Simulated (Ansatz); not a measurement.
# NiSn5: relaxing a made-up structure

Starting from a made-up structure for NiSn5, the aim is the relaxed cell, its shortest contacts and, where a second run follows, its electronic structure.

Main program and level: Ansatz 0.2.0; DFT, PBEsol, plane-wave PAW, files of the set soft_1, scalar-relativistic, ferromagnetic start, cell and ions relaxed at zero pressure; PAW set soft_1, in the first sound run; inputs show where later runs differ.

### Step 1. The starting structure

It takes space group P-62m (No. 189, hexagonal). Conventional cell: a = 5.487 Å, b = 5.487 Å, c = 5.566 Å, α = 90.00°, β = 90.00°, γ = 120.00°. Nearest to Sn lie 9 Sn at 3.17 to 3.33 Å and 3 Ni at 3.17 Å. Sn has 10 Sn at 3.14 to 3.33 Å and 2 Ni at 3.32 Å nearest. Ni has 12 Sn at 3.17 to 3.32 Å nearest. Farther neighbours are not listed.

### Step 2. Relaxation of the guess

The guess takes its coordinates from another compound and its volume from a rule, so the cell and any free coordinates are relaxed together.

input.yaml

```yaml
crystal:
  lattice:
    - [5.487, 0.0, 0.0]
    - [-2.7435, 4.751881391, 0.0]
    - [0.0, 0.0, 5.566]
  atoms:
    - { symbol: Sn, position: [0.333333333, 0.666666667, 0.5] }
    - { symbol: Sn, position: [0.666666667, 0.333333333, 0.5] }
    - { symbol: Sn, position: [0.0, 0.6698, 0.0] }
    - { symbol: Sn, position: [0.3302, 0.3302, 0.0] }
    - { symbol: Sn, position: [0.6698, 0.0, 0.0] }
    - { symbol: Ni, position: [0.0, 0.0, 0.5], spin: 1.0 }
magnetization:
  spin_polarized: true
kpoints:
  mp_grid: { grid: [6, 6, 5] }
scf:
  occupations: { method: fermi_dirac, width: 0.05 }
hamiltonian:
  xc: pbesol
  pseudopotentials: { kind: paw, azcp: { folder: soft_1 }, xc_functional: pbe }
relax:
  f_tol: 0.015
  max_steps: 70
  cell: {}
output:
  forces: true
  stress: true
```

On the command line:

```bash
$ ansatz run input.yaml --threads 4 --pin off --max-ram 10240MiB --backend cpu --events-out ev --progress --plain --runs-dir out
```

Numbers of over 12 decimals in the logs are rounded to 6 here.

What it wrote:

```text
Engine: ansatz 0.2.0, aarch64-unknown-linux-gnu
Pseudopotentials: kind: paw
Pseudopotential: Sn, paw, valence charge 14, recommended cutoff 420 eV (normal), soft_1/Sn.paw.azcp
Pseudopotential: Ni, paw, valence charge 18, recommended cutoff 420 eV (normal), soft_1/Ni.paw.azcp
Functional definition: PBEsol
  exchange = pbesol_x
  correlation = pbesol_c
Crystal: 6 atoms, lattice volume = 145.126 Å³
Basis set: ecut = 420 eV, 2809 PW (Γ), exchange–correlation on 80×80×80 points (8 copies of the dense FFT grid, shifted against one another)
Bands: 54, of which v1, the nominal top of the filled ones, is band 44 counted from 1 (43 counted from 0)
Symmetry: 12 space group operations
Space group: P-62m (ITA 189), of the structure as read, at distance tolerance 5.3e-5 Å
Magnetic group: BNS 189.221 (UNI 1451), of the structure as read, at distance tolerance 5.3e-5 Å
k-points: 21 of 180 (time reversal used)
Non-local potential: Sn, projectors of the file, l = 0: 2, l = 1: 2, l = 2: 2, l = 3: 1
Non-local potential: Ni, projectors of the file, l = 0: 3, l = 1: 2, l = 2: 3, l = 3: 1
PAW form: soft (Blöchl's): semilocal exchange-correlation on the pseudo side does not see the compensation charge
PAW frozen core: Sn, regenerated for the run's functional, and the local potential with it (the file was generated under x = pbe(κ = 0.804, μ = 0.219515), c = pbe(β = 0.066725))
PAW frozen core: Ni, regenerated for the run's functional, and the local potential with it (the file was generated under x = pbe(κ = 0.804, μ = 0.219515), c = pbe(β = 0.066725))
PAW one-centre angular grid: Sn, 590 points (default); XC on 64 Gauss nodes
PAW one-centre angular grid: Ni, 590 points (default); XC on 64 Gauss nodes
Initial density: superposition of atomic densities (chi_scale 0.1, normalization cell)
Starting moments: Σ|m| = 1 μB on 1 of 6 sites
Initial wavefunctions: pseudopotential atomic-orbital guess
Functional: x = pbesol(κ = 0.804, μ = 0.123457), c = pbesol(β = 0.046)
iter 1 solved again at ethr=2.97e-3 eV; its pass at ethr=3.10e-3 eV (dr2=2.61e0 eV) is discarded
SCF iter   1: F=—  HF=-35551.159221 eV  |F-HF|=—  |Δ(HF+E_count)|=         —  Δρ=2.63e-2 (↑1.36e-2 ↓2.63e-2)  dr2=2.60e0  dr2_m=6.11e-2  M=0.727 μB ∫|m|=0.876 μB  β_m=0.30  ethr=2.97e-3  ⟨swp⟩=1.2  Hψ=11613  notcnv=0
Mixer restart at iter 1: flushing history
preconditioner: auto → Kerker (q_TF=auto, 2.510 Å⁻¹)  [metal: Δε(μ)=0.017 eV  Ē_g=17.229 eV  σ=0.050 eV  W_gap=0.08  n_scr=28 (ndim 8)  ℏωp=27.6 eV  f_vac=0.000  D(μ)=4.52/eV (n_scr^D=28)]
spin=Collinear: Kerker preconditioning applied to the charge; magnetization (m = ρ↑ − ρ↓) channel mixes plain (no charge-response kernel on spin).
SCF iter   2: F=—  HF=-35552.133878 eV  |F-HF|=—  |Δ(HF+E_count)|=   9.75e-1  Δρ=1.20e-2 (↑5.86e-3 ↓1.20e-2)  dr2=7.17e-1  dr2_m=5.09e-2  M=0.696 μB ∫|m|=0.854 μB  β_m=0.39  ethr=2.96e-3  ⟨swp⟩=2.1  Hψ=3061  notcnv=0
SCF iter   3: F=—  HF=-35552.523652 eV  |F-HF|=—  |Δ(HF+E_count)|=   3.90e-1  Δρ=1.70e-2 (↑3.71e-3 ↓1.70e-2)  dr2=8.86e-1  dr2_m=8.78e-2  M=0.580 μB ∫|m|=0.730 μB  β_m=0.13  ethr=8.15e-4  ⟨swp⟩=2.0  Hψ=2919  notcnv=0  defer=92
SCF iter   4: F=—  HF=-35552.826327 eV  |F-HF|=—  |Δ(HF+E_count)|=   3.03e-1  Δρ=1.07e-2 (↑1.07e-2 ↓5.78e-3)  dr2=1.67e-1  dr2_m=6.30e-2  M=0.492 μB ∫|m|=0.648 μB  β_m=0.46  ethr=8.15e-4  ⟨swp⟩=2.5  Hψ=2968  notcnv=0  defer=94
SCF iter   5: F=—  HF=-35552.788810 eV  |F-HF|=—  |Δ(HF+E_count)|=         —  Δρ=1.41e-2 (↑1.41e-2 ↓3.90e-3)  dr2=1.25e-1  dr2_m=1.07e-1  M=0.077 μB ∫|m|=0.171 μB  β_m=0.46  ethr=1.89e-4  ⟨swp⟩=3.0  Hψ=5064  notcnv=0  defer=94
Mixer restart at iter 5: flushing history
SCF iter   6: F=—  HF=-35552.826702 eV  |F-HF|=—  |Δ(HF+E_count)|=   3.79e-2  Δρ=6.82e-3 (↑5.80e-3 ↓6.82e-3)  dr2=3.70e-3  dr2_m=5.16e-2  M=0.055 μB ∫|m|=0.125 μB  β_m=0.67  ethr=1.42e-4  ⟨swp⟩=2.0  Hψ=3800  notcnv=0  defer=94
SCF iter   7: F=—  HF=-35552.832672 eV  |F-HF|=—  |Δ(HF+E_count)|=   5.97e-3  Δρ=9.37e-3 (↑9.37e-3 ↓3.25e-3)  dr2=1.71e-1  dr2_m=1.26e-2  M=0.028 μB ∫|m|=0.070 μB  β_m=0.67  ethr=4.20e-6  ⟨swp⟩=2.5  Hψ=4739  notcnv=0  defer=94
SCF iter   8: F=—  HF=-35552.816982 eV  |F-HF|=—  |Δ(HF+E_count)|=   1.57e-2  Δρ=2.21e-3 (↑1.29e-3 ↓2.21e-3)  dr2=9.10e-3  dr2_m=2.87e-4  M=0.005 μB ∫|m|=0.017 μB  β_m=0.83  ethr=4.20e-6  ⟨swp⟩=3.1  Hψ=4855  notcnv=0  defer=94
SCF iter   9: F=—  HF=-35552.820139 eV  |F-HF|=—  |Δ(HF+E_count)|=   3.16e-3  Δρ=1.98e-3 (↑1.50e-3 ↓1.98e-3)  dr2=1.28e-2  dr2_m=7.71e-5  M=0.002 μB ∫|m|=0.007 μB  β_m=0.89  ethr=4.20e-6  ⟨swp⟩=2.0  Hψ=3498  notcnv=0  defer=94
SCF iter  10: F=—  HF=-35552.819456 eV  |F-HF|=—  |Δ(HF+E_count)|=   6.83e-4  Δρ=3.50e-4 (↑2.05e-4 ↓3.50e-4)  dr2=4.17e-4  dr2_m=7.33e-6  M=0.001 μB ∫|m|=0.003 μB  β_m=0.78  ethr=4.20e-6  ⟨swp⟩=2.0  Hψ=4237  notcnv=0  defer=94
SCF iter  11: F=—  HF=-35552.819402 eV  |F-HF|=—  |Δ(HF+E_count)|=   5.38e-5  Δρ=5.76e-5 (↑5.76e-5 ↓1.69e-5)  dr2=2.42e-6  dr2_m=1.79e-6  M=0.000 μB ∫|m|=0.002 μB  β_m=0.89  ethr=4.74e-7  ⟨swp⟩=2.0  Hψ=2522  notcnv=0  defer=94
SCF iter  12: F=—  HF=-35552.819402 eV  |F-HF|=—  |Δ(HF+E_count)|=   3.75e-8  Δρ=2.42e-5 (↑6.19e-6 ↓2.42e-5)  dr2=5.21e-7  dr2_m=2.96e-7  M=0.000 μB ∫|m|=0.000 μB  β_m=0.95  ethr=2.75e-9  ⟨swp⟩=2.0  Hψ=2642  notcnv=0  defer=94
SCF iter  13: F=—  HF=-35552.819402 eV  |F-HF|=—  |Δ(HF+E_count)|=   1.89e-7  Δρ=6.83e-6 (↑6.83e-6 ↓5.22e-6)  dr2=1.92e-7  dr2_m=9.51e-10  M=-0.000 μB ∫|m|=0.000 μB  β_m=0.97  ethr=5.93e-10  ⟨swp⟩=1.6  Hψ=3079  notcnv=0  defer=94
SCF iter  14: F=—  HF=-35552.819402 eV  |F-HF|=—  |Δ(HF+E_count)|=   1.58e-8  Δρ=1.38e-6 (↑1.29e-6 ↓1.38e-6)  dr2=8.93e-9  dr2_m=4.81e-12  M=-0.000 μB ∫|m|=0.000 μB  β_m=0.99  ethr=2.18e-10  ⟨swp⟩=2.0  Hψ=2554  notcnv=0  defer=94
SCF iter  15: F=-35552.819402 eV  HF=-35552.819402 eV  |F-HF|=3.85e-9  |Δ(HF+E_count)|=  3.06e-10  Δρ=9.19e-7 (↑9.19e-7 ↓7.87e-7)  dr2=4.11e-9  dr2_m=6.15e-12  M=0.000 μB ∫|m|=0.000 μB  ethr=1.01e-11  ⟨swp⟩=2.4  Hψ=5956  notcnv=0
WARN: the starting moments were not kept: the SCF closed with an absolute magnetisation of 4.8e-6 μB, where they sum to 1 μB in size (1 site). That is at most 0.1 of that sum. Measured as dr2_m measures the in/out step, that magnetisation stands 3.0e-11 eV from none, at or under the dr2_threshold of 1.0e-7 eV: it is no larger than a step whose dr2_m would equal this threshold. The system may hold no moment; this SCF  [...]
SCF 1 converged in 15 iterations: F = -35552.819402 eV  dr2 = 4.11e-9
  greatest PAW one-centre occupation: 1.001 electrons in one spin orbital (limit 2), on the Ni atom at site 5 (counted from 0), in its partial waves of l = 1
[...]
relax step   5: F+E_penalty+E_count = -35553.07393965 eV  Δ(F+E_penalty+E_count) = -1.404e-4 eV  max|allowed force component| = 2.057e-3 eV/Å  Δτ_max = 0.0000 Å  P = +0.001 GPa  Ω = 138.089 Å³  energy of the carried Pulay correction = +6.316e-4 eV  (7 SCF iters, dr2 threshold 3.91e-8 eV, accepted)
Basis set: ecut = 420 eV, 2741 PW (Γ), exchange–correlation on 80×80×72 points (8 copies of the dense FFT grid, shifted against one another)
Initial wavefunctions: pseudopotential atomic-orbital guess (no wavefunctions were taken with the density)
iter 1 solved again at ethr=6.31e-8 eV; its pass at ethr=3.10e-3 eV (dr2=5.55e-5 eV) is discarded
SCF iter   1: F=—  HF=-35553.073319 eV  |F-HF|=—  |Δ(HF+E_count)|=         —  Δρ=1.46e-4 (↑1.46e-4 ↓1.46e-4)  dr2=2.74e-5  dr2_m=5.75e-12  M=-0.000 μB ∫|m|=0.000 μB  β_m=0.65  ethr=6.31e-8  ⟨swp⟩=3.9  Hψ=16240  notcnv=0
preconditioner: auto → Kerker (q_TF=auto, 2.444 Å⁻¹)  [metal: Δε(μ)=0.033 eV  Ē_g=17.844 eV  σ=0.050 eV  W_gap=0.16  n_scr=26 (ndim 8)  ℏωp=28.3 eV  f_vac=0.000  D(μ)=3.35/eV (n_scr^D=20)]
spin=Collinear: Kerker preconditioning applied to the charge; magnetization (m = ρ↑ − ρ↓) channel mixes plain (no charge-response kernel on spin).
SCF iter   2: F=—  HF=-35553.073358 eV  |F-HF|=—  |Δ(HF+E_count)|=   3.90e-5  Δρ=4.54e-5 (↑4.54e-5 ↓4.54e-5)  dr2=1.31e-6  dr2_m=2.58e-12  M=-0.000 μB ∫|m|=0.000 μB  β_m=0.55  ethr=3.11e-8  ⟨swp⟩=2.0  Hψ=2548  notcnv=0
SCF iter   3: F=—  HF=-35553.073363 eV  |F-HF|=—  |Δ(HF+E_count)|=   5.18e-6  Δρ=2.20e-5 (↑2.20e-5 ↓2.20e-5)  dr2=1.27e-6  dr2_m=1.58e-12  M=-0.000 μB ∫|m|=0.000 μB  β_m=0.50  ethr=1.49e-9  ⟨swp⟩=2.0  Hψ=4154  notcnv=0
SCF iter   4: F=—  HF=-35553.073363 eV  |F-HF|=—  |Δ(HF+E_count)|=   7.78e-8  Δρ=1.37e-5 (↑1.37e-5 ↓1.36e-5)  dr2=4.95e-7  dr2_m=6.33e-13  M=-0.000 μB ∫|m|=0.000 μB  β_m=0.75  ethr=1.44e-9  ⟨swp⟩=2.0  Hψ=4128  notcnv=0
SCF iter   5: F=—  HF=-35553.073365 eV  |F-HF|=—  |Δ(HF+E_count)|=   1.77e-6  Δρ=1.72e-5 (↑1.72e-5 ↓1.72e-5)  dr2=1.28e-6  dr2_m=1.20e-13  M=-0.000 μB ∫|m|=0.000 μB  β_m=0.87  ethr=5.63e-10  ⟨swp⟩=2.0  Hψ=2536  notcnv=0
SCF iter   6: F=—  HF=-35553.073366 eV  |F-HF|=—  |Δ(HF+E_count)|=   1.13e-6  Δρ=1.37e-5 (↑1.37e-5 ↓1.37e-5)  dr2=9.43e-7  dr2_m=1.64e-13  M=-0.000 μB ∫|m|=0.000 μB  β_m=0.94  ethr=5.63e-10  ⟨swp⟩=2.0  Hψ=3906  notcnv=0
SCF iter   7: F=—  HF=-35553.073367 eV  |F-HF|=—  |Δ(HF+E_count)|=   6.51e-7  Δρ=6.67e-6 (↑6.67e-6 ↓6.66e-6)  dr2=2.32e-7  dr2_m=8.65e-14  M=-0.000 μB ∫|m|=0.000 μB  β_m=0.97  ethr=5.63e-10  ⟨swp⟩=2.0  Hψ=4098  notcnv=0
SCF iter   8: F=—  HF=-35553.073367 eV  |F-HF|=—  |Δ(HF+E_count)|=   1.59e-7  Δρ=4.48e-7 (↑4.21e-7 ↓4.48e-7)  dr2=9.20e-10  dr2_m=2.70e-13  M=-0.000 μB ∫|m|=0.000 μB  β_m=0.98  ethr=2.64e-10  ⟨swp⟩=2.2  Hψ=4152  notcnv=0
SCF iter   9: F=—  HF=-35553.073367 eV  |F-HF|=—  |Δ(HF+E_count)|=   3.52e-7  Δρ=2.82e-7 (↑2.76e-7 ↓2.82e-7)  dr2=4.18e-10  dr2_m=1.28e-14  M=-0.000 μB ∫|m|=0.000 μB  β_m=0.99  ethr=1.04e-12  ⟨swp⟩=2.8  Hψ=4241  notcnv=0
SCF iter  10: F=—  HF=-35553.073367 eV  |F-HF|=—  |Δ(HF+E_count)|=  6.48e-10  Δρ=6.11e-8 (↑6.11e-8 ↓6.01e-8)  dr2=1.43e-11  dr2_m=5.27e-16  M=-0.000 μB ∫|m|=0.000 μB  β_m=0.97  ethr=1.00e-12  ⟨swp⟩=2.0  Hψ=4106  notcnv=0
SCF iter  11: F=—  HF=-35553.073367 eV  |F-HF|=—  |Δ(HF+E_count)|=  2.91e-11  Δρ=5.82e-8 (↑5.77e-8 ↓5.82e-8)  dr2=1.61e-11  dr2_m=1.02e-16  M=-0.000 μB ∫|m|=0.000 μB  β_m=0.98  ethr=1.00e-12  ⟨swp⟩=1.0  Hψ=2268  notcnv=0
SCF iter  12: F=-35553.073367 eV  HF=-35553.073367 eV  |F-HF|=1.46e-11  |Δ(HF+E_count)|=  7.28e-12  Δρ=3.49e-8 (↑3.46e-8 ↓3.49e-8)  dr2=6.43e-12  dr2_m=2.17e-17  M=0.000 μB ∫|m|=0.000 μB  ethr=1.00e-12  ⟨swp⟩=2.5  Hψ=5308  notcnv=0
the starting moments were not kept: the SCF closed with an absolute magnetisation of 9.0e-9 μB, where they sum to 1 μB in size (1 site). That is at most 0.1 of that sum. Measured as dr2_m measures the in/out step, that magnetisation stands 9.1e-17 eV from none, at or under the dr2_threshold of 6.0e-11 eV: it is no larger than a step whose dr2_m would equal this threshold.
SCF 6 converged in 12 iterations: F = -35553.073367 eV  dr2 = 6.43e-12
relax step   6: F+E_penalty+E_count = -35553.07336669 eV  Δ(F+E_penalty+E_count) = +5.730e-4 eV  max|allowed force component| = 2.008e-3 eV/Å  Δτ_max = 0.0000 Å  P = +0.000 GPa  Ω = 138.089 Å³  stress off target by 2.95e-3 GPa  SCF on the basis re-selected at this cell (its energy is not comparable with the rows above)  (12 SCF iters)
basis re-selected at this cell: Δ(F+E_penalty+E_count) = +5.730e-4 eV, ΔP = -0.001 GPa vs the last step (what re-selecting the basis moved, of the pressure what is left beyond the Pulay correction that the steps carried, after the strain that the cell walked since its last selection, with what the two solves' SCF thresholds leave and, on support functions, any second-order correction that the steps lacked; it is no measure of the basis error at this ecutwfc). The dense FFT grid was sized anew with the basis: this SCF ran on 40×40×36 points, the steps before it on 40×40×40, so part of this shift can come from that change (see relax.cell in the input reference). [rest of the remark cut]
SCF converged after 12 iterations
Magnetization: 0.0000 μB (44.0000 up, 44.0000 down)
Absolute magnetization: 0.0000 μB (∫|ρ↑−ρ↓|, with the PAW one-centre terms)
Spin contamination: 0.0000 ħ² per cell (⟨S²⟩ above its minimum at these occupations)
Per-site moments (μB) at R_I (Å): [(2.017094456154004e-10, 1.319402), (2.0170935658580467e-10, 1.319402), (-2.5877658768104803e-10, 1.243992), (-2.5877702348635656e-10, 1.243992), (-2.587766039908049e-10, 1.243992), (5.837984797900835e-9, 1.274921)]
Free energy (F): -35553.073367 eV
Harris-Foulkes:  -35553.073367 eV  (|F-HF|=1.46e-11)
Internal energy: -35553.046352 eV  (E = F + TS)
E sigma→0 (E₀):  -35553.059859 eV
Entropy (-TS):   -0.027014 eV (-4.502 meV/atom)
Fermi energy:    12.249802 eV
--- Per-component energies (eV) ---
  E_band       = -685.645883
  E_kinetic    = 1180.888683
  E_local      = -8419.629252  (includes V_loc(G=0)·N_el)
  E_nonlocal   = 625.165752
  E_hartree    = 4349.166611
  E_xc         = -736.366769
  E_vxc        = -547.833486  (∫ρ·V_xc dr)
  E_paw        = -23105.617174  (= ΣΔE_a)
  E_vpaw       = -2222.572947  (= ΣTr[D̂ρ^β])
  E_aug_tail   = 0.002354  (compensation charges beyond the density's cutoff)
  E_ewald      = -9448.278045
  E_core_change = 1.621487  (= ΣΔE_core)
  E_smearing   = -0.027014  (= −TS)
  E_closure    = 0.000000  (closes the sum)
  Σ components = -35553.073367   (vs F -35553.073367, Δ=0.00e0)
--- Forces (eV/Å), atoms counted from 1 ---
  atom   1  Sn    -0.00000000     0.00000000     0.00000000
  atom   2  Sn     0.00000000     0.00000000    -0.00000000
  atom   3  Sn    -0.00100378     0.00173859    -0.00000000
  atom   4  Sn    -0.00100378    -0.00173859     0.00000000
  atom   5  Sn     0.00200755    -0.00000000    -0.00000000
  atom   6  Ni     0.00000000    -0.00000000    -0.00000000
  max |Σ_I F_I| component: 1.33e-16 eV/Å
--- Stress (GPa, compression-positive) ---
        0.001480      -0.000000       0.000000
       -0.000000       0.001480      -0.000000
        0.000000      -0.000000      -0.002951
  P = ⅓ Tr σ = 0.0000 GPa (0.000 kbar)
--- Relaxed structure (5 steps of the walk, 5 accepted, 1 SCFs on fresh bases) ---
  F+E_penalty+E_count = -35553.07336669 eV   max|allowed force component| = 2.008e-3 eV/Å   (the final SCF, on the basis selected at the relaxed cell)
  cell:  # Å, volume = 138.0886 Å³
    - [5.587537, -1.8603113653270393e-18, 6.5079712729251085e-18]
    - [-2.793769, 4.838949, -3.2539856364625485e-18]
    - [6.601670877245123e-18, 0, 5.107240]
  atoms:
    - { symbol: Sn, position: [0.333333, 0.666667, 0.5] }
    - { symbol: Sn, position: [0.666667, 0.333333, 0.5] }
    - { symbol: Sn, position: [0, 0.688389, 1.695441860092575e-19] }
    - { symbol: Sn, position: [0.311611, 0.311611, 1.695441860092581e-19] }
    - { symbol: Sn, position: [0.688389, 0, -3.3908837201851444e-19] }
    - { symbol: Ni, position: [0, 0, 0.5] }
```

Elapsed: 73 s, on 4 threads of Arm Neoverse V1, shared host; peak memory 0.61 GiB.

Step by step:

```csv
step,energy less that of the first step (eV),largest force component (eV/Å),pressure (GPa),volume (Å³)
1,0.0000,0.4712,-2.49,145.13
2,-0.1857,0.2921,1.13,136.28
3,-0.2486,0.0095,0.40,137.26
4,-0.2544,0.0126,0.07,137.94
5,-0.2545,0.0021,0.00,138.09
6*,-0.2540,0.0020,0.00,138.09
```

Relaxation steps marked * repeat the geometry before them on a plane-wave basis chosen anew for their cell, so energy and pressure can jump there.

The run keeps the 12 symmetry operations that it works with, so distortions that break them were not tested.

```csv
"conventional cell, symmetrised",before,after,change
a (Å),5.487,5.588,+1.8 %
b (Å),5.487,5.588,+1.8 %
c (Å),5.566,5.107,-8.2 %
volume (Å³/atom),24.19,23.01,-4.8 %
```

The atoms that moved most (Å, as changes of fractional coordinates times the final cell):

```csv
atom,dx,dy,dz,length
Sn4,-0.052,-0.090,0.000,0.104
Sn3,-0.052,0.090,0.000,0.104
Sn5,0.104,0.000,0.000,0.104
```

Final coordinates:

```cif
data_structure
_symmetry_space_group_name_H-M 'P 1'
_symmetry_Int_Tables_number 1
_cell_length_a 5.5875
_cell_length_b 5.5875
_cell_length_c 5.1072
_cell_angle_alpha 90.000
_cell_angle_beta 90.000
_cell_angle_gamma 120.000
_cell_volume 138.09
loop_
_atom_site_label
_atom_site_type_symbol
_atom_site_fract_x
_atom_site_fract_y
_atom_site_fract_z
_atom_site_occupancy
Sn1 Sn 0.33333 0.66667 0.50000 1
Sn2 Sn 0.66667 0.33333 0.50000 1
Sn3 Sn 0.00000 0.68839 0.00000 1
Sn4 Sn 0.31161 0.31161 0.00000 1
Sn5 Sn 0.68839 0.00000 0.00000 1
Ni6 Ni 0.00000 0.00000 0.50000 1
```

This step gave:

| Item | Value |
| --- | --- |
| free energy | -35553.0734 eV |
| energy at zero smearing | -35553.0599 eV |
| smearing term TS | 0.02701 eV |
| Fermi energy | 12.25 eV |
| electrons | 88 |
| symmetry operations | 12 |
| pressure | 3.36e-6 GPa |

The shortest distance of each pair, which need not be the same contact before and after:

```csv
pair,guess (Å),relaxed (Å)
Sn–Sn,3.138,3.016
Ni–Sn,3.168,3.091
Ni–Ni,5.487,5.107
```

The relaxation ends with a largest force component of 0.0020 eV/Å and a pressure of 0.00 GPa. The starting moments have collapsed: the run ends non-magnetic.

(Part 1 of 2 ends here.)

[Logs are printed without paths, hosts, clocks, repeated set-up lines and the standing remarks that a program may print on its own settings, such as how far it seeks lower states.]

[Hosts, paths, dates, database ids (printed as entryN), source tags and the programs' standing remarks are cut or masked in the printed files.]
